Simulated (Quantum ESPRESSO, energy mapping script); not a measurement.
# MnS: energy mapping under PBE+U (4 eV), QE, GBRV, part 2 of 3

Wanted: the magnetic order of MnS, its couplings and an estimate of its ordering temperature, by PBE+U (4 eV), QE, GBRV.

PBE with U = 4 eV on Mn d, ortho-atomic projectors; plane waves, U on orthogonalised atomic orbitals unless named otherwise, collinear spin, no spin–orbit coupling.

So far. Step 3 (Order 2: compensated +−, cell A of 4 atoms): The run ends antiferromagnetic, 56.85 meV a magnetic atom below the parallel order of its cell. Step 4 (Order 3: parallel, cell B of 4 atoms): The run ends ferromagnetic. For each magnetic atom its energy differs from the parallel run of the first cell by 0.86 meV, an error that one common reference would have brought in.

The database entry behind the starting cell differs from later determinations by our own check (an axis about 0.2 % short against later determinations), so it need not match the best structure at ambient conditions.

### 5. Run 4 (compensated +−; cell B, 4 atoms)

Level of this step: PBE with U = 4 eV on Mn d, ortho-atomic projectors, GBRV potentials (Quantum ESPRESSO).

This order reverses 8 of the 12 neighbours at 3.68 Å, 0 of the 6 neighbours at 5.21 Å and 16 of the 24 neighbours at 6.38 Å, counted for an average magnetic atom.

Input file pw.in:

```
&control
  calculation = 'scf'
  prefix = 'pw'
  outdir = './tmp/'
  pseudo_dir = './pseudo/'
  verbosity = 'low'
/
&system
  ibrav = 0
  nat = 4
  ntyp = 3
  ecutwfc = 45
  ecutrho = 360
  nbnd = 33
  occupations = 'smearing'
  smearing = 'fd'
  degauss = 0.00367493
  nspin = 2
  starting_magnetization(1) = 0.3000
  starting_magnetization(2) = -0.3000
/
&electrons
  conv_thr = 1.0e-08
  electron_maxstep = 120
  mixing_beta = 0.3
  mixing_mode = 'plain'
/
ATOMIC_SPECIES
  Mn1 54.9380 Mn.upf
  Mn2 54.9380 Mn.upf
  S 32.0600 S.upf
CELL_PARAMETERS angstrom
  0.00000000 -2.60450000 -2.60450000
  0.00000000 2.60450000 -2.60450000
  5.20900000 0.00000000 0.00000000
ATOMIC_POSITIONS crystal
  Mn1 0.50000000 0.50000000 0.50000000
  Mn2 0.00000000 0.00000000 0.00000000
  S 0.50000000 0.50000000 0.00000000
  S 0.00000000 0.00000000 0.50000000
K_POINTS automatic
  6 6 4 0 0 0
HUBBARD {ortho-atomic}
U Mn1-3d 4
U Mn2-3d 4
```

On the command line:

```
$ OMP_NUM_THREADS=1 mpirun -n 8 pw.x -nk 8 -in pw.in > pw.out
```

Log:

```text
[banner, memory and clock lines left out]
Program PWSCF v.7.5 starts
[...]
unit-cell volume          =     476.9026 (a.u.)^3
     number of atoms/cell      =            4
[...]
number of electrons       =        42.00
     number of Kohn-Sham states=           33
     kinetic-energy cutoff     =      45.0000  Ry
     charge density cutoff     =     360.0000  Ry
[...]
The total energy is F=E-TS. E is the sum of the following terms:
     one-electron contribution =    -264.93090913 Ry
     hartree contribution      =     147.71155028 Ry
     xc contribution           =     -70.53113481 Ry
     ewald contribution        =    -282.98656422 Ry
     Hubbard energy            =       0.08206579 Ry
     total magnetization       =     0.00 Bohr mag/cell
     absolute magnetization    =     9.72 Bohr mag/cell
     convergence has been achieved in  12 iterations
[key lines of the parts left out:]
!    total energy              =    -470.65499242 Ry
the Fermi energy is    10.5797 ev
```

Wall time 27 s (8 MPI ranks of Intel Xeon Platinum 8375C at 2.90GHz (Ice Lake), shared host); peak memory 1 GiB.

The run ends antiferromagnetic, 21.44 meV a magnetic atom below the parallel order of its cell.

### 6. Run 5 (parallel; cell C, 6 atoms)

A new cell needs its own zero of energy.

Input file pw.in:

```
&control
  calculation = 'scf'
  prefix = 'pw'
  outdir = './tmp/'
  pseudo_dir = './pseudo/'
  verbosity = 'low'
/
&system
  ibrav = 0
  nat = 6
  ntyp = 2
  ecutwfc = 45
  ecutrho = 360
  nbnd = 54
  occupations = 'smearing'
  smearing = 'fd'
  degauss = 0.00367493
  nspin = 2
  starting_magnetization(1) = 0.3000
/
&electrons
  conv_thr = 1.5e-08
  electron_maxstep = 120
  mixing_beta = 0.3
  mixing_mode = 'plain'
/
ATOMIC_SPECIES
  Mn 54.9380 Mn.upf
  S 32.0600 S.upf
CELL_PARAMETERS angstrom
  0.00000000 2.60450000 2.60450000
  -2.60450000 0.00000000 -2.60450000
  -5.20900000 -5.20900000 5.20900000
ATOMIC_POSITIONS crystal
  Mn 0.00000000 0.00000000 0.00000000
  Mn 0.33333333 0.66666667 0.66666667
  Mn 0.66666667 0.33333333 0.33333333
  S 0.66666667 0.33333333 0.83333333
  S 0.00000000 0.00000000 0.50000000
  S 0.33333333 0.66666667 0.16666667
K_POINTS automatic
  7 7 3 0 0 0
HUBBARD {ortho-atomic}
U Mn-3d 4
```

Log:

```text
[banner, memory and clock lines left out]
Program PWSCF v.7.5 starts
[...]
unit-cell volume          =     715.3539 (a.u.)^3
     number of atoms/cell      =            6
[...]
number of electrons       =        63.00
     number of Kohn-Sham states=           54
     kinetic-energy cutoff     =      45.0000  Ry
     charge density cutoff     =     360.0000  Ry
[...]
The total energy is F=E-TS. E is the sum of the following terms:
     one-electron contribution =    -397.42769126 Ry
     hartree contribution      =     221.62750819 Ry
     xc contribution           =    -105.81606489 Ry
     ewald contribution        =    -424.47984633 Ry
     Hubbard energy            =       0.11814491 Ry
     total magnetization       =    15.00 Bohr mag/cell
     absolute magnetization    =    15.00 Bohr mag/cell
     convergence has been achieved in  11 iterations
[key lines of the parts left out:]
!    total energy              =    -705.97794956 Ry
the Fermi energy is    10.6455 ev
```

It took 41 s on 8 MPI ranks; peak memory 1.4 GiB.

The run ends ferromagnetic. For each magnetic atom its energy differs from the parallel run of the first cell by 0.01 meV, an error that one common reference would have brought in.

### 7. Uncompensated ++− start in cell C (6 atoms)

This order reverses 4 of the 12 neighbours at 3.68 Å, 4 of the 6 neighbours at 5.21 Å and 12 of the 24 neighbours at 6.38 Å, counted for an average magnetic atom.

pw.in, as its differences from that of step 6:

```diff
@@ -10,6 +10,6 @@
   nat = 6
-  ntyp = 2
+  ntyp = 3
   ecutwfc = 45
   ecutrho = 360
-  nbnd = 54
+  nbnd = 49
   occupations = 'smearing'
@@ -19,2 +19,3 @@
   starting_magnetization(1) = 0.3000
+  starting_magnetization(2) = -0.3000
 /
@@ -27,3 +28,4 @@
 ATOMIC_SPECIES
-  Mn 54.9380 Mn.upf
+  Mn1 54.9380 Mn.upf
+  Mn2 54.9380 Mn.upf
   S 32.0600 S.upf
@@ -34,5 +36,5 @@
 ATOMIC_POSITIONS crystal
-  Mn 0.00000000 0.00000000 0.00000000
-  Mn 0.33333333 0.66666667 0.66666667
-  Mn 0.66666667 0.33333333 0.33333333
+  Mn1 0.00000000 0.00000000 0.00000000
+  Mn1 0.33333333 0.66666667 0.66666667
+  Mn2 0.66666667 0.33333333 0.33333333
   S 0.66666667 0.33333333 0.83333333
@@ -43,2 +45,3 @@
 HUBBARD {ortho-atomic}
-U Mn-3d 4
+U Mn1-3d 4
+U Mn2-3d 4
```

Log:

```text
[banner, memory and clock lines left out]
Program PWSCF v.7.5 starts
[...]
unit-cell volume          =     715.3539 (a.u.)^3
     number of atoms/cell      =            6
[...]
number of electrons       =        63.00
     number of Kohn-Sham states=           49
     kinetic-energy cutoff     =      45.0000  Ry
     charge density cutoff     =     360.0000  Ry
[...]
The total energy is F=E-TS. E is the sum of the following terms:
     one-electron contribution =    -397.60036467 Ry
     hartree contribution      =     221.75331981 Ry
     xc contribution           =    -105.79140973 Ry
     ewald contribution        =    -424.47984633 Ry
     Hubbard energy            =       0.13060487 Ry
     total magnetization       =     5.00 Bohr mag/cell
     absolute magnetization    =    14.43 Bohr mag/cell
     convergence has been achieved in  12 iterations
[key lines of the parts left out:]
!    total energy              =    -705.98769606 Ry
the Fermi energy is    10.6691 ev
```

The job ended after 45 s (8 MPI ranks; peak memory 1.4 GiB; 5.9 min of CPU time).

The run ends ferrimagnetic, 44.20 meV a magnetic atom below the parallel order of its cell.

### 8. Run 7 (parallel; cell D, 6 atoms)

The parallel order again, as the reference for this cell.

This run holds the same structure in another cell (b 3.683 → 5.209 Å, c 9.022 → 6.380 Å, α 90.0 → 114.1°, β 90.0 → 106.8°, γ 120.0 → 90.0°).

Input file pw.in:

```
&control
  calculation = 'scf'
  prefix = 'pw'
  outdir = './tmp/'
  pseudo_dir = './pseudo/'
  verbosity = 'low'
/
&system
  ibrav = 0
  nat = 6
  ntyp = 2
  ecutwfc = 45
  ecutrho = 360
  nbnd = 54
  occupations = 'smearing'
  smearing = 'fd'
  degauss = 0.00367493
  nspin = 2
  starting_magnetization(1) = 0.3000
/
&electrons
  conv_thr = 1.5e-08
  electron_maxstep = 120
  mixing_beta = 0.3
  mixing_mode = 'plain'
/
ATOMIC_SPECIES
  Mn 54.9380 Mn.upf
  S 32.0600 S.upf
CELL_PARAMETERS angstrom
  0.00000000 -2.60450000 -2.60450000
  -5.20900000 0.00000000 0.00000000
  2.60450000 5.20900000 -2.60450000
ATOMIC_POSITIONS crystal
  Mn 0.66666667 0.66666667 0.33333333
  Mn 0.33333333 0.33333333 0.66666667
  Mn 0.00000000 0.00000000 0.00000000
  S 0.66666667 0.16666667 0.33333333
  S 0.33333333 0.83333333 0.66666667
  S 0.00000000 0.50000000 0.00000000
K_POINTS automatic
  6 6 6 0 0 0
HUBBARD {ortho-atomic}
U Mn-3d 4
```

Log:

```text
[banner, memory and clock lines left out]
Program PWSCF v.7.5 starts
[...]
unit-cell volume          =     715.3539 (a.u.)^3
     number of atoms/cell      =            6
[...]
number of electrons       =        63.00
     number of Kohn-Sham states=           54
     kinetic-energy cutoff     =      45.0000  Ry
     charge density cutoff     =     360.0000  Ry
[...]
The total energy is F=E-TS. E is the sum of the following terms:
     one-electron contribution =    -397.42834293 Ry
     hartree contribution      =     221.62823282 Ry
     xc contribution           =    -105.81614161 Ry
     ewald contribution        =    -424.47984633 Ry
     Hubbard energy            =       0.11814913 Ry
     total magnetization       =    15.00 Bohr mag/cell
     absolute magnetization    =    15.00 Bohr mag/cell
     convergence has been achieved in  10 iterations
[key lines of the parts left out:]
!    total energy              =    -705.97794929 Ry
the Fermi energy is    10.6079 ev
```

The job ended after 73 s (8 MPI ranks; peak memory 1.6 GiB).

The run ends ferromagnetic. For each magnetic atom its energy differs from the parallel run of the first cell by 0.01 meV, an error that one common reference would have brought in.

### 9. Uncompensated ++− start in cell D (6 atoms)

This order reverses 6.67 of the 12 neighbours at 3.68 Å, 2.67 of the 6 neighbours at 5.21 Å and 8 of the 24 neighbours at 6.38 Å, counted for an average magnetic atom.

pw.in, as its differences from that of step 8:

```diff
@@ -10,6 +10,6 @@
   nat = 6
-  ntyp = 2
+  ntyp = 3
   ecutwfc = 45
   ecutrho = 360
-  nbnd = 54
+  nbnd = 49
   occupations = 'smearing'
@@ -19,2 +19,3 @@
   starting_magnetization(1) = 0.3000
+  starting_magnetization(2) = -0.3000
 /
@@ -27,3 +28,4 @@
 ATOMIC_SPECIES
-  Mn 54.9380 Mn.upf
+  Mn1 54.9380 Mn.upf
+  Mn2 54.9380 Mn.upf
   S 32.0600 S.upf
@@ -34,5 +36,5 @@
 ATOMIC_POSITIONS crystal
-  Mn 0.66666667 0.66666667 0.33333333
-  Mn 0.33333333 0.33333333 0.66666667
-  Mn 0.00000000 0.00000000 0.00000000
+  Mn1 0.66666667 0.66666667 0.33333333
+  Mn1 0.33333333 0.33333333 0.66666667
+  Mn2 0.00000000 0.00000000 0.00000000
   S 0.66666667 0.16666667 0.33333333
@@ -43,2 +45,3 @@
 HUBBARD {ortho-atomic}
-U Mn-3d 4
+U Mn1-3d 4
+U Mn2-3d 4
```

Log:

```text
[banner, memory and clock lines left out]
Program PWSCF v.7.5 starts
[...]
unit-cell volume          =     715.3539 (a.u.)^3
     number of atoms/cell      =            6
[...]
number of electrons       =        63.00
     number of Kohn-Sham states=           49
     kinetic-energy cutoff     =      45.0000  Ry
     charge density cutoff     =     360.0000  Ry
[...]
The total energy is F=E-TS. E is the sum of the following terms:
     one-electron contribution =    -397.52905495 Ry
     hartree contribution      =     221.68350599 Ry
     xc contribution           =    -105.79021187 Ry
     ewald contribution        =    -424.47984633 Ry
     Hubbard energy            =       0.12889169 Ry
     total magnetization       =     5.00 Bohr mag/cell
     absolute magnetization    =    14.42 Bohr mag/cell
     convergence has been achieved in  12 iterations
[key lines of the parts left out:]
!    total energy              =    -705.98671547 Ry
the Fermi energy is    10.6385 ev
```

The job ended after 80 s (8 MPI ranks; peak memory 1.5 GiB).

The run ends ferrimagnetic, 39.76 meV a magnetic atom below the parallel order of its cell.

### 10. Run 9 (parallel; cell E, 6 atoms)

A new cell needs its own zero of energy.

This run holds the same structure in another cell (b 5.209 → 3.683 Å, c 6.380 → 8.236 Å, α 114.1 → 102.9°, β 106.8 → 102.9°).

Input file pw.in:

```
&control
  calculation = 'scf'
  prefix = 'pw'
  outdir = './tmp/'
  pseudo_dir = './pseudo/'
  verbosity = 'low'
/
&system
  ibrav = 0
  nat = 6
  ntyp = 2
  ecutwfc = 45
  ecutrho = 360
  nbnd = 54
  occupations = 'smearing'
  smearing = 'fd'
  degauss = 0.00367493
  nspin = 2
  starting_magnetization(1) = 0.3000
/
&electrons
  conv_thr = 1.5e-08
  electron_maxstep = 120
  mixing_beta = 0.3
  mixing_mode = 'plain'
/
ATOMIC_SPECIES
  Mn 54.9380 Mn.upf
  S 32.0600 S.upf
CELL_PARAMETERS angstrom
  0.00000000 2.60450000 2.60450000
  0.00000000 2.60450000 -2.60450000
  -7.81350000 -2.60450000 0.00000000
ATOMIC_POSITIONS crystal
  Mn 0.00000000 0.00000000 0.00000000
  Mn 0.33333333 0.33333333 0.66666667
  Mn 0.66666667 0.66666667 0.33333333
  S 0.83333333 0.83333333 0.66666667
  S 0.16666667 0.16666667 0.33333333
  S 0.50000000 0.50000000 0.00000000
K_POINTS automatic
  6 6 6 0 0 0
HUBBARD {ortho-atomic}
U Mn-3d 4
```

Log:

```text
[banner, memory and clock lines left out]
Program PWSCF v.7.5 starts
[...]
unit-cell volume          =     715.3539 (a.u.)^3
     number of atoms/cell      =            6
[...]
number of electrons       =        63.00
     number of Kohn-Sham states=           54
     kinetic-energy cutoff     =      45.0000  Ry
     charge density cutoff     =     360.0000  Ry
[...]
The total energy is F=E-TS. E is the sum of the following terms:
     one-electron contribution =    -397.42847637 Ry
     hartree contribution      =     221.62883533 Ry
     xc contribution           =    -105.81645001 Ry
     ewald contribution        =    -424.47984633 Ry
     Hubbard energy            =       0.11813721 Ry
     total magnetization       =    15.00 Bohr mag/cell
     absolute magnetization    =    15.00 Bohr mag/cell
     convergence has been achieved in  10 iterations
[key lines of the parts left out:]
!    total energy              =    -705.97780059 Ry
the Fermi energy is    10.6096 ev
```

Elapsed: 45 s, on 8 MPI ranks; peak memory 1.4 GiB.

The run ends ferromagnetic. For each magnetic atom its energy differs from the parallel run of the first cell by 0.69 meV, an error that one common reference would have brought in.

[end of part 2 of 3]

[Logs and program files are shortened in this print: banners, set-up blocks, solver, clock and traceback lines can be left out without a mark of their own.]

[Logs are printed without paths, hosts, clocks, repeated set-up lines and the standing remarks that a program may print on its own settings, such as how far it seeks lower states.]

[Hosts, paths, dates, database ids (printed as entryN), source tags and the programs' standing remarks are cut or masked in the printed files.]

[Where a cell is said to come from a database of computed structures, the database is the Materials Project.]
